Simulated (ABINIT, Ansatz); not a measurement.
# Lattice dynamics of Dysprosium (P6_3/mmc) in two programs, part 3 of 4

Aim: the phonon dispersion of Dysprosium (P6_3/mmc), checked by a second program.

ABINIT 10.8.3; DFT PBE, scalar-relativistic, plane waves, PseudoDojo norm-conserving, 4f in core pseudopotentials.

So far. Step 4 (Self-consistent run for the response): The cell stands at -1.7 GPa: the relaxation ran with a smoothed and higher cutoff, and the difference is a stress of the finite basis. Step 5 (Zone-centre response): The acoustic modes at Γ come out as far as 3.5 cm⁻¹ from zero, where they should vanish, a small numerical error. The relaxed cell has a = 3.602, c = 5.638 Å (conventional setting).

## Step 7: Interpolated phonon bands

anaddb transforms the dynamical matrices to force constants and back along the path; points of the mesh come back as solved, but for the sum rule and, in polar crystals, the LO-TO term at Γ; the rest is interpolation.

The input, anaddb.abi:

```
ddb_filepath "all_DDB"
output_file "anaddb.abo"
outdata_prefix "anaddb"
ifcflag 1
ngqpt 3 3 2
nqshft 1
q1shft 0.0 0.0 0.0
asr 1
chneut 0
dipdip 0
dipquad 0
quadquad 0
enunit 0
eivec 0
nph1l 93
qph1l 
    0.0 0.0 0.0 1.0
    0.05 0.0 0.0 1.0
    0.1 0.0 0.0 1.0
    0.15 0.0 0.0 1.0
    0.2 0.0 0.0 1.0
    0.25 0.0 0.0 1.0
    0.3 0.0 0.0 1.0
    0.35 0.0 0.0 1.0
    0.4 0.0 0.0 1.0
    0.45 0.0 0.0 1.0
    0.5 0.0 0.0 1.0
    0.48333333 0.03333333 0.0 1.0
    0.46666667 0.06666667 0.0 1.0
    0.45 0.1 0.0 1.0
    0.43333333 0.13333333 0.0 1.0
    0.41666667 0.16666667 0.0 1.0
    0.4 0.2 0.0 1.0
    0.38333333 0.23333333 0.0 1.0
    0.36666667 0.26666667 0.0 1.0
    0.35 0.3 0.0 1.0
    0.33333333 0.33333333 0.0 1.0
    0.3 0.3 0.0 1.0
    0.26666667 0.26666667 0.0 1.0
    0.23333333 0.23333333 0.0 1.0
    0.2 0.2 0.0 1.0
    0.16666667 0.16666667 0.0 1.0
    0.13333333 0.13333333 0.0 1.0
    0.1 0.1 0.0 1.0
    0.06666667 0.06666667 0.0 1.0
    0.03333333 0.03333333 0.0 1.0
    0.0 0.0 0.0 1.0
    0.0 0.0 0.05 1.0
    0.0 0.0 0.1 1.0
    0.0 0.0 0.15 1.0
    0.0 0.0 0.2 1.0
    0.0 0.0 0.25 1.0
    0.0 0.0 0.3 1.0
    0.0 0.0 0.35 1.0
    0.0 0.0 0.4 1.0
    0.0 0.0 0.45 1.0
    0.0 0.0 0.5 1.0
    0.05 0.0 0.5 1.0
    0.1 0.0 0.5 1.0
    0.15 0.0 0.5 1.0
    0.2 0.0 0.5 1.0
    0.25 0.0 0.5 1.0
    0.3 0.0 0.5 1.0
    0.35 0.0 0.5 1.0
    0.4 0.0 0.5 1.0
    0.45 0.0 0.5 1.0
    0.5 0.0 0.5 1.0
    0.48333333 0.03333333 0.5 1.0
    0.46666667 0.06666667 0.5 1.0
    0.45 0.1 0.5 1.0
    0.43333333 0.13333333 0.5 1.0
    0.41666667 0.16666667 0.5 1.0
    0.4 0.2 0.5 1.0
    0.38333333 0.23333333 0.5 1.0
    0.36666667 0.26666667 0.5 1.0
    0.35 0.3 0.5 1.0
    0.33333333 0.33333333 0.5 1.0
    0.3 0.3 0.5 1.0
    0.26666667 0.26666667 0.5 1.0
    0.23333333 0.23333333 0.5 1.0
    0.2 0.2 0.5 1.0
    0.16666667 0.16666667 0.5 1.0
    0.13333333 0.13333333 0.5 1.0
    0.1 0.1 0.5 1.0
    0.06666667 0.06666667 0.5 1.0
    0.03333333 0.03333333 0.5 1.0
    0.0 0.0 0.5 1.0
    0.5 0.0 0.5 1.0
    0.5 0.0 0.45 1.0
    0.5 0.0 0.4 1.0
    0.5 0.0 0.35 1.0
    0.5 0.0 0.3 1.0
    0.5 0.0 0.25 1.0
    0.5 0.0 0.2 1.0
    0.5 0.0 0.15 1.0
    0.5 0.0 0.1 1.0
    0.5 0.0 0.05 1.0
    0.5 0.0 0.0 1.0
    0.33333333 0.33333333 0.5 1.0
    0.33333333 0.33333333 0.45 1.0
    0.33333333 0.33333333 0.4 1.0
    0.33333333 0.33333333 0.35 1.0
    0.33333333 0.33333333 0.3 1.0
    0.33333333 0.33333333 0.25 1.0
    0.33333333 0.33333333 0.2 1.0
    0.33333333 0.33333333 0.15 1.0
    0.33333333 0.33333333 0.1 1.0
    0.33333333 0.33333333 0.05 1.0
    0.33333333 0.33333333 0.0 1.0
```

The input, mrgddb.in:

```
all_DDB
merged
6
dfpt_gammao_DDB
dfpt_qo_DS1_DDB
dfpt_qo_DS2_DDB
dfpt_qo_DS3_DDB
dfpt_qo_DS4_DDB
dfpt_qo_DS5_DDB
```

Command:

```bash
mrgddb < mrgddb.in > mrgddb.log
OMP_NUM_THREADS=1 anaddb anaddb.abi > anaddb.log
```

anaddb.abo, the main output file:

```text
[banners, grids, parts of the stress and lines that vanish by symmetry left out]
-outvars_anaddb: echo values of input variables ----------------------

 Flags :
[...]
Phonon wavevector (reduced coordinates) :  0.00000  0.00000  0.00000
 Phonon energies in Hartree :
[...]
Phonon frequencies in cm-1    :
-  0.000000E+00  0.000000E+00  0.000000E+00  6.327508E+01  6.327508E+01
-  1.073454E+02
[...]
Phonon wavevector (reduced coordinates) :  0.05000  0.00000  0.00000
 Phonon energies in Hartree :
[...]
Phonon frequencies in cm-1    :
-  9.959151E+00  1.028869E+01  1.550057E+01  6.428486E+01  6.461614E+01
-  1.074366E+02
[...]
Phonon wavevector (reduced coordinates) :  0.10000  0.00000  0.00000
 Phonon energies in Hartree :
[...]
Phonon frequencies in cm-1    :
-  1.956736E+01  2.006499E+01  3.055653E+01  6.710728E+01  6.828913E+01
-  1.076382E+02
[...]
Phonon wavevector (reduced coordinates) :  0.15000  0.00000  0.00000
 Phonon energies in Hartree :
[...]
Phonon frequencies in cm-1    :
-  2.851467E+01  2.888370E+01  4.474549E+01  7.121606E+01  7.345427E+01
-  1.077636E+02
[...]
Phonon wavevector (reduced coordinates) :  0.20000  0.00000  0.00000
 Phonon energies in Hartree :
[...]
Phonon frequencies in cm-1    :
-  3.642297E+01  3.656571E+01  5.768832E+01  7.596332E+01  7.918079E+01
-  1.075855E+02
[...]
Phonon wavevector (reduced coordinates) :  0.25000  0.00000  0.00000
 Phonon energies in Hartree :
[...]
Phonon frequencies in cm-1    :
-  4.251602E+01  4.357690E+01  6.906647E+01  8.074537E+01  8.471115E+01
-  1.069256E+02
  Phonon wavevector (reduced coordinates) :  0.30000  0.00000  0.00000
 Phonon energies in Hartree :
[...]
Phonon frequencies in cm-1    :
-  4.715050E+01  4.948759E+01  7.863260E+01  8.508855E+01  8.953839E+01
-  1.057324E+02
  Phonon wavevector (reduced coordinates) :  0.35000  0.00000  0.00000
 Phonon energies in Hartree :
[...]
Phonon frequencies in cm-1    :
-  5.043882E+01  5.427782E+01  8.621234E+01  8.867158E+01  9.338051E+01
-  1.041307E+02
  Phonon wavevector (reduced coordinates) :  0.40000  0.00000  0.00000
 Phonon energies in Hartree :
[...]
Phonon frequencies in cm-1    :
-  5.256874E+01  5.789804E+01  9.130848E+01  9.169707E+01  9.611815E+01
-  1.024353E+02
  Phonon wavevector (reduced coordinates) :  0.45000  0.00000  0.00000
 Phonon energies in Hartree :
[...]
Phonon frequencies in cm-1    :
-  5.374256E+01  6.020904E+01  9.291107E+01  9.502677E+01  9.772915E+01
-  1.011059E+02
  Phonon wavevector (reduced coordinates) :  0.50000  0.00000  0.00000
 Phonon energies in Hartree :
[...]
Phonon frequencies in cm-1    :
-  5.411461E+01  6.101310E+01  9.344752E+01  9.615078E+01  9.825128E+01
-  1.005966E+02
  Phonon wavevector (reduced coordinates) :  0.48333  0.03333  0.00000
 Phonon energies in Hartree :
[...]
Phonon frequencies in cm-1    :
-  5.463000E+01  6.121672E+01  9.271792E+01  9.669270E+01  9.816393E+01
-  1.003284E+02
  Phonon wavevector (reduced coordinates) :  0.46667  0.06667  0.00000
 Phonon energies in Hartree :
[...]
Phonon frequencies in cm-1    :
-  5.611922E+01  6.182693E+01  9.123465E+01  9.762705E+01  9.790645E+01
-  9.953187E+01
  Phonon wavevector (reduced coordinates) :  0.45000  0.10000  0.00000
 Phonon energies in Hartree :
[...]
Phonon frequencies in cm-1    :
-  5.842668E+01  6.284099E+01  8.948892E+01  9.749250E+01  9.823112E+01
-  9.850353E+01
[...]
Phonon wavevector (reduced coordinates) :  0.10000  0.00000  0.50000
 Phonon energies in Hartree :
[...]
Phonon frequencies in cm-1    :
-  5.040618E+01  5.040618E+01  5.237456E+01  5.237456E+01  8.160950E+01
-  8.160950E+01
  Phonon wavevector (reduced coordinates) :  0.15000  0.00000  0.50000
 Phonon energies in Hartree :
[...]
Phonon frequencies in cm-1    :
-  5.449075E+01  5.449075E+01  5.740048E+01  5.740048E+01  8.314968E+01
-  8.314968E+01
  Phonon wavevector (reduced coordinates) :  0.20000  0.00000  0.50000
 Phonon energies in Hartree :
[...]
Phonon frequencies in cm-1    :
-  5.895063E+01  5.895063E+01  6.133832E+01  6.133832E+01  8.628966E+01
-  8.628966E+01
  Phonon wavevector (reduced coordinates) :  0.25000  0.00000  0.50000
 Phonon energies in Hartree :
[...]
Phonon frequencies in cm-1    :
-  6.318039E+01  6.318039E+01  6.348848E+01  6.348848E+01  9.091522E+01
-  9.091522E+01
  Phonon wavevector (reduced coordinates) :  0.30000  0.00000  0.50000
 Phonon energies in Hartree :
[...]
Phonon frequencies in cm-1    :
-  6.434545E+01  6.434545E+01  6.679687E+01  6.679687E+01  9.603675E+01
-  9.603675E+01
  Phonon wavevector (reduced coordinates) :  0.35000  0.00000  0.50000
 Phonon energies in Hartree :
[...]
Phonon frequencies in cm-1    :
-  6.458555E+01  6.458555E+01  6.961287E+01  6.961287E+01  1.006808E+02
-  1.006808E+02
[...]
Phonon wavevector (reduced coordinates) :  0.33333  0.33333  0.05000
 Phonon energies in Hartree :
[...]
Phonon frequencies in cm-1    :
-  7.473262E+01  7.473262E+01  8.261925E+01  8.261925E+01  9.366487E+01
-  1.010229E+02
  Phonon wavevector (reduced coordinates) :  0.33333  0.33333  0.00000
 Phonon energies in Hartree :
[...]
Phonon frequencies in cm-1    :
-  7.795253E+01  7.795253E+01  7.959609E+01  7.959609E+01  9.366522E+01
-  1.011116E+02
-
```

Run time: 1.1 s. Hardware: 1 thread of Intel Xeon Platinum 8488C (Sapphire Rapids), shared host.

Numbers from this step:

| Item | Value |
| --- | --- |
| lowest frequency on the path | 0 cm⁻¹ |

Anaddb. Phonon branches along the path, in cm⁻¹:

```
    point  branch 1  branch 2  branch 3  branch 4  branch 5  branch 6
        Γ         0         0         0        63        63       107
  halfway        42        44        69        81        85       107
        M        54        61        93        96        98       101
  halfway        65        66        86        94        96       100
        K        78        78        80        80        94       101
  halfway        49        56        66        88        88       105
        Γ         0         0         0        63        63       107
  halfway        26        26        46        59        59       101
        A        46        46        46        46        81        81
  halfway        63        63        64        64        91        91
        L        65        65        73        73       107       107
  halfway        54        54        86        86       105       105
        H        48        48        96        96       100       100
  halfway        57        57        74        74        94        94
        A        46        46        46        46        81        81
jump to L        65        65        73        73       107       107
  halfway        58        60        82        87       102       107
        M        54        61        93        96        98       101
jump to H        48        48        96        96       100       100
  halfway        59        59        94        94        94        99
        K        78        78        80        80        94       101
```

The phonon branches as a text plot (rows in cm⁻¹):

```
    106 |******          *******         *****           ***
    101 |      *********        *       *     ****        **** **
     97 |      *****   **        *     *       *  *         ***
     92 |     **** ******             *       * *  *       ** ***
     88 |    **   * * *  *        *          *      *     **   *
     83 |    *     *      *        ***      *    *   ******     *
     79 |   **      ***   *                *      *
     74 |  **       * ***  *      *       *        *     *      *
     70 | **       *    *   *           **          *
     65 |**       *    * *   **       *****              *     *
     61 |       ***     * *    ***         *         *   ****
     56 |   * ****       *       *   *      *     *****    ** *
     52 |    ***                  * *        *   *    *      *
     47 |    *           ***    *  *          ***      **
     43 |  *              *       *
     38 |   *
     34 |                  **    *
     29 | **
     25 |                   *   *
     20 | *                 *  *
     16 |*                   *
     11 |*                   * *
      7 |
      2 |                     *
         Γ      M    K        Γ   A       L    H       A|L M|H  K
```

All branches are real along the path.

## Step 8: Sums over the zone

Sums over the zone need many more wavevectors than were solved, so the interpolation is sampled on a dense mesh.

The input, anaddb.abi:

```
ddb_filepath "all_DDB"
output_file "anaddb.abo"
outdata_prefix "anaddb"
ifcflag 1
ngqpt 3 3 2
nqshft 1
q1shft 0.0 0.0 0.0
asr 1
chneut 0
dipdip 0
dipquad 0
quadquad 0
prtdos 2
ng2qpt 14 14 8
dosdeltae 4.5563e-06
ntemper 11
temperinc 100.0
tempermin 0.0
```

Command:

```bash
OMP_NUM_THREADS=1 anaddb anaddb.abi > anaddb.log
```

anaddb.abo, the main output file:

```text
-outvars_anaddb: echo values of input variables ----------------------

 Flags :
     ifcflag         1
 Miscellaneous information :
         asr         1
      chneut         0
 Interatomic Force Constants Inputs :
      dipdip         0
     dipquad         0
    quadquad         0
      ifcana         0
      ifcout         0
 Description of grid 1 :
        brav         1
       ngqpt         3         3         2
      nqshft         1
      q1shft
                     0.00000000E+00  0.00000000E+00  0.00000000E+00
 Phonon DOS information :
   dosdeltae  4.55630000E-06
    dossmear  4.55633525E-06
 Description of grid 2 (Fourier interp. or BZ sampling):
      ng2qpt        14        14         8
      ngrids         4
      q2shft         0.00000000E+00  0.00000000E+00  0.00000000E+00

================================================================================

 read the DDB information and perform some checks

  ==== Info on the Cryst% object ====
 Real(R)+Recip(G) space primitive vectors, cartesian coordinates (Bohr,Bohr^-1):
 R(1)=  6.8072027  0.0000000  0.0000000  G(1)=  0.1469032  0.0848146  0.0000000
 R(2)= -3.4036014  5.8952105  0.0000000  G(2)=  0.0000000  0.1696292  0.0000000
 R(3)=  0.0000000  0.0000000 10.6551464  G(3)=  0.0000000  0.0000000  0.0938514
 Unit cell volume ucvol=  4.2758988E+02 bohr^3
 Angles (23,13,12)=  9.00000000E+01  9.00000000E+01  1.20000000E+02 degrees
 Time-reversal symmetry is present
 Reduced atomic positions [iatom, xred, symbol]:
    1)    0.3333333  0.6666667  0.2500000  Dy
    2)    0.6666667  0.3333333  0.7500000  Dy

 DDB file with 6 blocks has been read.

================================================================================

 Calculation of the interatomic forces

       Homogeneous q point set in the B.Z.
 Grid q points  :       18
  1)   0.00000000E+00  0.00000000E+00  0.00000000E+00
  2)   3.33333333E-01  0.00000000E+00  0.00000000E+00
  3)  -3.33333333E-01  0.00000000E+00  0.00000000E+00
  4)   0.00000000E+00  3.33333333E-01  0.00000000E+00
  5)   3.33333333E-01  3.33333333E-01  0.00000000E+00
  6)  -3.33333333E-01  3.33333333E-01  0.00000000E+00
  7)   0.00000000E+00 -3.33333333E-01  0.00000000E+00
  8)   3.33333333E-01 -3.33333333E-01  0.00000000E+00
  9)  -3.33333333E-01 -3.33333333E-01  0.00000000E+00
 10)   0.00000000E+00  0.00000000E+00  5.00000000E-01
 11)   3.33333333E-01  0.00000000E+00  5.00000000E-01
 12)  -3.33333333E-01  0.00000000E+00  5.00000000E-01
 13)   0.00000000E+00  3.33333333E-01  5.00000000E-01
 14)   3.33333333E-01  3.33333333E-01  5.00000000E-01
 15)  -3.33333333E-01  3.33333333E-01  5.00000000E-01
 16)   0.00000000E+00 -3.33333333E-01  5.00000000E-01
 17)   3.33333333E-01 -3.33333333E-01  5.00000000E-01
 18)  -3.33333333E-01 -3.33333333E-01  5.00000000E-01

 The interatomic forces have been obtained

================================================================================

 Calculation of phonon density of states

 Average speed of sound partial sums:     0.9459012160E-03 (at units)
-                                   =           2.0693 [km/s]

 Debye frequency from partial sums:     0.4893883571E-03 (Ha)
-                                 =     0.3220020704E+01 (THz)
-Debye temperature from partial sums:     0.1545366206E+03 (K)

 Average speed of sound:     0.9919351180E-03 (at units)
-                      =           2.1700 [km/s]

 Debye frequency from DOS:     0.5132052793E-03 (Ha)
-                        =     0.3376728524E+01 (THz)
-Debye temperature from DOS:     0.1620574098E+03 (K)

-
```

Run time: 1.1 s. Hardware: 1 thread.

Numbers from this step:

```yaml
share_of_modes_beyond_3i_cm_minus1_on_the_dense_interpolated_mesh: 0
zero_point_energy_per_atom: 14.22 meV
heat_capacity_at_300_k: 24.65 J/(mol atoms K)
vibrational_entropy_at_300_k: 51.14 J/(mol atoms K)
```

The phonon density of states has structure finer than the step of the table below, so its rows give means over 5 cm⁻¹, whole bins alone (the curve runs from -30 to 137 cm⁻¹). Peaks (cm⁻¹: height): 55.0: 0.117, 103.0: 0.191.

Tetrahedra. The phonon density of states by wavenumber; means over each step:

| wavenumber (cm⁻¹) | phonon density of states (1/cm⁻¹/cell) |
| --- | --- |
| 0 | 5.0e-6 |
| 5 | 1.2e-4 |
| 10 | 4.3e-4 |
| 15 | 0.00130 |
| 20 | 0.00273 |
| 25 | 0.00487 |
| 30 | 0.00787 |
| 35 | 0.0118 |
| 40 | 0.0183 |
| 45 | 0.0298 |
| 50 | 0.0845 |
| 55 | 0.106 |
| 60 | 0.0900 |
| 65 | 0.0804 |
| 70 | 0.0670 |
| 75 | 0.0793 |
| 80 | 0.0971 |
| 85 | 0.0850 |
| 90 | 0.0949 |
| 95 | 0.0929 |
| 100 | 0.121 |
| 105 | 0.119 |
| 110 | 0.00290 |
| 115 | 0 |

Harmonic thermodynamic functions per atom, summed over the density of states scaled to three modes an atom; melting is ignored. Thermodynamic functions:

| T (K) | F_vib (meV/atom) | S (J/mol-atom/K) | C_V (J/mol-atom/K) |
| --- | --- | --- | --- |
| 0 | 14.22 | 0 | 0 |
| 50 | 12.32 | 10.95 | 16.84 |
| 100 | 2.78 | 24.88 | 22.45 |
| 200 | -32.33 | 41.21 | 24.28 |
| 300 | -80.52 | 51.14 | 24.65 |
| 400 | -137.4 | 58.25 | 24.78 |
| 500 | -200.7 | 63.78 | 24.84 |
| 600 | -269.2 | 68.32 | 24.87 |
| 700 | -342.1 | 72.15 | 24.89 |
| 800 | -418.6 | 75.47 | 24.9 |
| 900 | -498.4 | 78.41 | 24.91 |
| 1000 | -581 | 81.03 | 24.92 |

At 300 K the heat capacity has reached 99 % of the Dulong-Petit value.

[end of part 3 of 4]

[Host names and launcher messages were left out of these logs when they were recorded.]

[Logs are printed without paths, hosts, clocks, repeated set-up lines and the standing remarks that a program may print on its own settings, such as how far it seeks lower states.]

[Hosts, paths, dates, database ids (printed as entryN), source tags and the programs' standing remarks are cut or masked in the printed files.]
